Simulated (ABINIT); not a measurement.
# Calculated records

### Be3N2 (P6_3/mmc): one start, several treatments of the self-energy

It takes space group P6_3/mmc (No. 194, hexagonal). Conventional cell: a = 2.842 Å, b = 2.842 Å, c = 9.747 Å, α = 90.00°, β = 90.00°, γ = 120.00°. Nearest to Be lie 4 N at 1.67 to 1.81 Å. Nearest to Be lie 3 N at 1.64 Å. N has 6 Be at 1.81 Å nearest. Nearest to N lie 5 Be at 1.64 to 1.67 Å. Farther neighbours, and contacts between anions beyond the nearest, are not listed.

```yaml
method: RPA screening on LDA, plane waves, norm-conserving pseudopotentials (and 3 further levels or steps)
program: ABINIT 10.8.3
settings: cutoff 38 Ha, PseudoDojo scalar-relativistic 0.4.1 standard, norm-conserving, ngkpt (3, 3, 1), nband 116, ecuteps 5.6 Ha, gwcalctyp 1, nfreqim 16, inclvkb 2, shiftk (0, 0, 0), symchi 1, awtr 1, frequency ac, 3×3×1 k-mesh
cost: 11 runs, 96 s in all on 4 MPI ranks of Arm Neoverse V2, shared host
notes: The program’s warnings: nproc spkpt=  >= nkpt= * nsppol=. The cell and positions are those that the Materials Project relaxed with its own functionals (PBE, PBE+U or r2SCAN), kept fixed. The 3×3×1 mesh is coarse for this cell, which bears on the long-range parts of exchange and screening.
g0w0_godby_needs_plasmon_pole: 6.224 eV
g0w0_hybertsen_louie_plasmon_pole: 6.308 eV
g0w0_von_der_linden_horsch_plasmon_pole: 6.201 eV
g0w0_engel_farid_plasmon_pole: 6.243 eV
one_shot_hartree_fock: 14.394 eV
g0w0_contour_deformation: 6.245 eV
g0w0_analytic_continuation: 6.203 eV
known_limits: short of the basis limit; coarse k mesh
```

G0W0, Hybertsen-Louie plasmon pole: +0.084 eV against G0W0, Godby-Needs plasmon pole. G0W0, von der Linden-Horsch plasmon pole: −0.023 eV against G0W0, Godby-Needs plasmon pole.

[Long decimals in the printed logs are rounded to 6 places.]

[Logs are printed without paths, hosts, clocks, repeated set-up lines and the standing remarks that a program may print on its own settings, such as how far it seeks lower states.]

[Paths, hosts, dates, memory and timing lines, banners, echoed tables and standing remarks are left out of the program output; an Ansatz launch command may be rebuilt from the run's recorded settings. Measured values are a selection of at most five: reports struck by readers or far from the other reports are left out. None is set beside runs whose start may be inverted or whose files or cutoffs have a known fault.]

[Runs of the session that timed out or met a known fault of the program may be left out.]

[Hosts, paths, dates, database ids (printed as entryN), source tags and the programs' standing remarks are cut or masked in the printed files.]

[G0W0 gaps are taken among the corrected bands and points alone; a level outside them can change the order at an edge.]

[Where Ansatz stands beside ABINIT at settings called matched, ABINIT's density can come from a denser mesh and the files from another edition; pairs whose starting gaps differed by over 0.03 eV were left out, so agreement reads better than it is.]
